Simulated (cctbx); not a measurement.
## Accept or mend?

Cell a = 8.9590 Å, b = 7.2930 Å, c = 14.2670 Å, α = 90.00°, β = 90.00°, γ = 90.00°; space group Pnma (no. 62). The compound is CsNaTlBrCl4.

The data are simulated with cctbx, not measured: Mo Kα, λ = 0.71073 Å, to d = 0.7 Å, 70 % of the full sphere, strongest reflection 20000 counts, noise from counting, a 3 % proportional error and a noise floor of 8 counts (s.d.); no absorption.

An anisotropic refinement with weights 1/σ² prints:

```text
Rint 0.037, 1527 unique reflections to 0.70 A
cycle     R1     wR2    GooF  max shift (A)
   1  0.0295  0.0644   2.136   0.00229
   2  0.0175  0.0364   1.209   0.00000
final R1 0.0175 wR2 0.0364 GooF 1.209  parameters 45  data/parameter 33.9
atom        x        y        z      Ueq    occ   su(xyz)  su(Uiso or U11)
Tl1    0.80646  0.75000  0.92959   0.0043  1.000  0.00002  0.0001
Cs1    0.96988  0.25000  0.78972   0.0030  1.000  0.00003  0.0001
Br1    0.96949  0.75000  0.79902   0.0018  1.000  0.00005  0.0002
Cl1    0.33718  0.99401  0.12642   0.0062  1.000  0.00011  0.0003
Cl2    0.70248  0.75000  0.08345   0.0049  1.000  0.00012  0.0004
Cl3    0.00000  0.50000  0.00000   0.0052  1.000  0.00000  0.0005
Na1    0.82449  0.75000  0.57773   0.0038  1.000  0.00021  0.0008
difference map: max 2.03 min -2.12 rms 0.33
Q1    0.2164  0.2500  0.7117    4    2.09  2.21 A from Cl1
Q2    0.0490  0.7500  0.8874    4    1.69  1.45 A from Br1
Q3    0.0093  0.2500  0.1705    4    1.69  0.47 A from Br1
Q4    0.2030  0.7500  0.1541    4    1.56  1.74 A from Cs1
Q5    0.2262  0.7500  0.4332    4    1.51  0.32 A from Cl2
Q6    0.2210  0.2500  0.7872    4    1.44  1.97 A from Cl2
```

Q: Accept it or mend it, and why?

Mend it. The fault: anomalous dispersion left out. Against the right model at the same level, R1 goes from 0.0128 to 0.0175 and GooF from 0.92 to 1.21. No atom is wrong: without f′ and f″ the atoms near an edge get the wrong scattering power, which U and the scale absorb. The signs are weak, and the output alone doesn't single this fault out.

The compound is CsNaTlBrCl4. The right model at the same level gives:

```text
Rint 0.037, 1527 unique reflections to 0.70 A
cycle     R1     wR2    GooF  max shift (A)
   1  0.0198  0.0446   1.479   0.00161
   2  0.0128  0.0276   0.915   0.00000
final R1 0.0128 wR2 0.0276 GooF 0.915  parameters 45  data/parameter 33.9
atom        x        y        z      Ueq    occ   su(xyz)  su(Uiso or U11)
Tl1    0.80647  0.75000  0.92959   0.0034  1.000  0.00001  0.0001
Cs1    0.96987  0.25000  0.78973   0.0034  1.000  0.00002  0.0001
Br1    0.96948  0.75000  0.79909   0.0027  1.000  0.00004  0.0001
Cl1    0.33721  0.99397  0.12641   0.0079  1.000  0.00008  0.0002
Cl2    0.70255  0.75000  0.08340   0.0066  1.000  0.00009  0.0003
Cl3    0.00000  0.50000  0.00000   0.0070  1.000  0.00000  0.0004
Na1    0.82449  0.75000  0.57762   0.0052  1.000  0.00016  0.0006
difference map: max 1.21 min -1.28 rms 0.25
Q1    0.1121  0.7500  0.1256    4    1.23  1.41 A from Cs1
Q2    0.0522  0.7500  0.8903    4    1.21  1.50 A from Br1
Q3    0.2371  0.7500  0.9708    4    1.20  1.04 A from Na1
Q4    0.2457  0.7500  0.0842    4    1.08  2.05 A from Cl1
Q5    0.2422  0.2500  0.8820    4    1.05  0.70 A from Cl2
Q6    0.2124  0.2500  0.7091    4    1.05  2.18 A from Cl1
```

The model is made up (kin elements in a known structure type, no relaxation), so it says nothing on whether the phase exists.

[Middle refinement cycles are left out of these outputs.]

[Logs are printed without paths, hosts, clocks, repeated set-up lines and the standing remarks that a program may print on its own settings, such as how far it seeks lower states.]
